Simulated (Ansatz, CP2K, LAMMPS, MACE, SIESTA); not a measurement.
# From one method to another: forces in amorphous 59Ga2O3-41P2O5 (mol %) (64 atoms)

64 atoms (13 Fe, 9 P, 42 O) placed at random at 3.33 g/cm³, melted at 5000 K for 10 ps at fixed volume with the Morse and Coulomb pair potential with partial charges (Pedone, Malavasi, Menziani, Cormack and Segre, J. Phys. Chem. B 110, 11780 (2006)). Quenched from 5000 K to 300 K at 100 K/ps and fixed volume, held 10 ps at zero pressure, then minimised at fixed cell. Then Fe was replaced by Ga and the cell scaled by 1.005 (the potential has no terms for the new elements, so the cell is a start for a DFT relaxation).

Two calculations on one geometry. First: Kohn-Sham DFT, PBE, GTH-PBE pseudopotentials, Gaussian and plane waves, DZVP-MOLOPT-SR-GTH, orbital transformation; 600/40 Ry (CP2K 2026.2; Γ point). Second: Kohn-Sham DFT, PBE, PAW, plane waves (Ansatz 0.2.0; cutoff 420 eV, Γ point, fermi-dirac smearing of 0.05 eV; PAW set soft_2).

Cell vectors (Å):

```
9.303 0.000 0.000
0.000 9.303 0.000
0.000 0.000 9.303
```

Atom, position (Å) and force of the first calculation (eV/Å):

```
1 Ga 8.608 3.879 0.439 1.495 -0.571 0.997
2 Ga 6.674 8.375 4.030 0.667 -0.657 -0.373
3 Ga 0.023 4.414 6.728 0.212 1.269 0.241
4 Ga 5.051 1.669 2.125 1.269 -0.578 -0.215
5 Ga 7.731 2.045 7.168 -0.430 -0.091 0.430
6 Ga 2.117 2.351 2.149 -2.355 1.307 -0.715
7 Ga 2.127 2.009 5.663 0.481 0.831 0.696
8 Ga 6.887 5.614 2.749 0.680 -0.711 0.086
9 Ga 0.196 3.474 3.912 -0.655 0.269 -1.559
10 Ga 1.787 6.458 4.568 -0.150 0.204 0.581
11 Ga 2.696 8.340 6.899 0.127 0.114 1.501
12 Ga 6.650 5.648 8.341 -0.943 -0.083 0.263
13 Ga 8.302 7.586 0.780 -0.302 0.601 0.111
14 P 3.287 8.935 3.721 2.030 -0.703 1.078
15 P 4.979 5.984 5.593 1.303 0.129 0.595
16 P 4.252 4.650 0.979 2.970 1.304 -0.641
17 P 5.196 2.914 5.205 -0.442 -2.200 0.085
18 P 1.412 1.764 8.377 1.154 1.360 0.233
19 P 8.065 1.264 2.089 1.281 -0.023 -0.916
20 P 8.696 7.552 6.487 -1.148 -1.702 2.000
21 P 5.627 9.084 8.661 -0.079 0.788 -0.493
22 P 1.686 6.089 9.274 -1.102 1.370 -2.483
23 O 3.563 6.578 5.541 -1.464 0.446 0.455
24 O 5.230 0.555 0.623 -1.041 1.092 1.879
25 O 5.610 6.326 6.913 -0.129 0.193 0.917
26 O 0.829 6.845 0.955 -0.103 0.632 1.544
27 O 5.895 6.457 4.477 0.577 0.541 -1.364
28 O 8.696 7.775 7.990 0.399 1.394 0.707
29 O 7.660 7.374 2.704 -0.689 -0.583 0.048
30 O 8.260 6.085 6.409 -0.823 -2.216 -0.479
31 O 8.458 0.182 1.112 0.850 -1.358 -1.360
32 O 0.764 5.105 8.522 -0.527 -1.438 -0.363
33 O 5.052 5.352 2.062 -0.335 0.833 1.346
34 O 2.292 6.997 8.213 0.951 0.578 -0.584
35 O 5.189 2.675 3.712 0.050 0.330 -1.632
36 O 4.415 8.853 7.750 -1.182 -0.355 -0.817
37 O 4.914 4.440 5.444 -0.827 0.206 -0.107
38 O 2.597 0.076 5.016 -1.278 0.573 2.734
39 O 3.902 3.242 1.439 -1.001 -2.678 0.630
40 O 9.253 1.635 2.962 1.092 -0.108 1.251
41 O 6.918 0.724 2.942 -2.930 -0.563 1.902
42 O 4.770 8.772 4.015 1.202 -0.027 0.007
43 O 7.480 2.498 1.389 -1.017 0.985 -0.863
44 O 6.518 2.518 5.803 0.863 0.071 0.151
45 O 6.651 0.663 7.941 1.335 0.914 -1.004
46 O 3.243 0.756 2.707 -0.026 1.544 -2.147
47 O 1.585 0.573 7.446 0.319 -2.500 -1.825
48 O 2.915 5.379 0.636 -0.362 -0.135 1.276
49 O 9.260 2.180 8.551 -3.063 -0.298 -0.098
50 O 6.260 7.765 9.159 0.999 -1.713 0.426
51 O 7.799 8.441 5.640 -1.166 1.419 -1.175
52 O 2.117 2.859 3.973 -0.811 -0.049 -0.030
53 O 4.065 2.146 5.851 -0.613 -0.176 0.777
54 O 2.044 2.898 7.568 1.246 0.978 -1.511
55 O 7.679 3.990 7.871 0.666 -0.388 0.249
56 O 0.048 2.553 5.879 -0.653 0.889 -0.285
57 O 0.764 3.801 1.736 0.443 -0.275 0.576
58 O 2.585 7.650 3.317 -1.236 -1.573 -0.979
59 O 1.965 1.547 0.439 1.124 -0.957 1.440
60 O 7.636 5.534 0.760 -0.319 0.834 -0.636
61 O 5.119 4.622 9.046 0.061 -0.337 -1.346
62 O 7.899 4.359 3.626 -0.639 0.290 -0.004
63 O 1.015 4.921 5.119 0.483 -0.188 -0.494
64 O 0.808 7.562 5.882 3.405 0.929 -0.926
```

Q: Give the forces of the second method.

Atom and force (eV/Å):

```
1 1.247 -0.552 1.082
2 0.523 -0.581 -0.518
3 0.060 1.130 0.164
4 1.012 -0.447 -0.070
5 -0.364 0.149 0.441
6 -2.087 1.171 -0.785
7 0.596 0.747 0.726
8 0.761 -0.557 0.113
9 -0.595 0.391 -1.440
10 0.006 0.297 0.876
11 0.188 0.086 1.626
12 -0.886 -0.235 0.208
13 -0.253 0.503 0.116
14 1.985 -0.572 1.157
15 1.289 0.048 0.542
16 2.779 1.236 -0.621
17 -0.453 -2.004 0.046
18 0.987 1.351 0.097
19 1.120 -0.013 -0.875
20 -1.021 -1.767 1.898
21 -0.028 0.772 -0.397
22 -1.070 1.238 -2.416
23 -1.391 0.337 0.324
24 -1.016 1.072 1.788
25 -0.103 0.046 0.967
26 -0.202 0.625 1.353
27 0.577 0.525 -1.259
28 0.326 1.411 0.677
29 -0.792 -0.552 0.016
30 -0.752 -2.088 -0.377
31 0.772 -1.486 -1.240
32 -0.483 -1.356 -0.394
33 -0.194 0.741 1.274
34 0.937 0.676 -0.567
35 0.102 0.258 -1.594
36 -1.149 -0.350 -0.782
37 -0.708 0.135 -0.055
38 -1.123 0.624 2.614
39 -0.898 -2.539 0.691
40 1.070 0.009 1.171
41 -2.751 -0.568 1.838
42 1.218 -0.150 0.036
43 -0.927 0.934 -0.868
44 0.826 0.029 0.218
45 1.281 0.996 -1.020
46 0.008 1.484 -2.122
47 0.394 -2.519 -1.676
48 -0.312 -0.053 1.116
49 -2.918 -0.368 -0.108
50 0.911 -1.512 0.280
51 -1.234 1.290 -1.197
52 -0.932 -0.081 -0.034
53 -0.705 -0.072 0.681
54 1.182 0.873 -1.455
55 0.622 -0.416 0.188
56 -0.682 0.886 -0.245
57 0.361 -0.371 0.465
58 -1.268 -1.615 -0.793
59 1.154 -0.867 1.503
60 -0.249 0.727 -0.703
61 0.133 -0.256 -1.276
62 -0.541 0.319 -0.017
63 0.413 -0.035 -0.478
64 3.245 0.867 -0.909
```

The two sets differ by 98.6 meV/Å r.m.s., 9.5 % of the r.m.s. force of the Ansatz run. The network of bonds at the start is that of the classical potential that made the cell, and needn't be the one that DFT or experiment would give. The electronic-structure runs sample only Γ, in a cell whose shortest periodic width is 9 Å.

[Logs are printed without paths, hosts, clocks, repeated set-up lines and the standing remarks that a program may print on its own settings, such as how far it seeks lower states.]

[Hosts, paths, dates, database ids (printed as entryN), source tags and the programs' standing remarks are cut or masked in the printed files.]
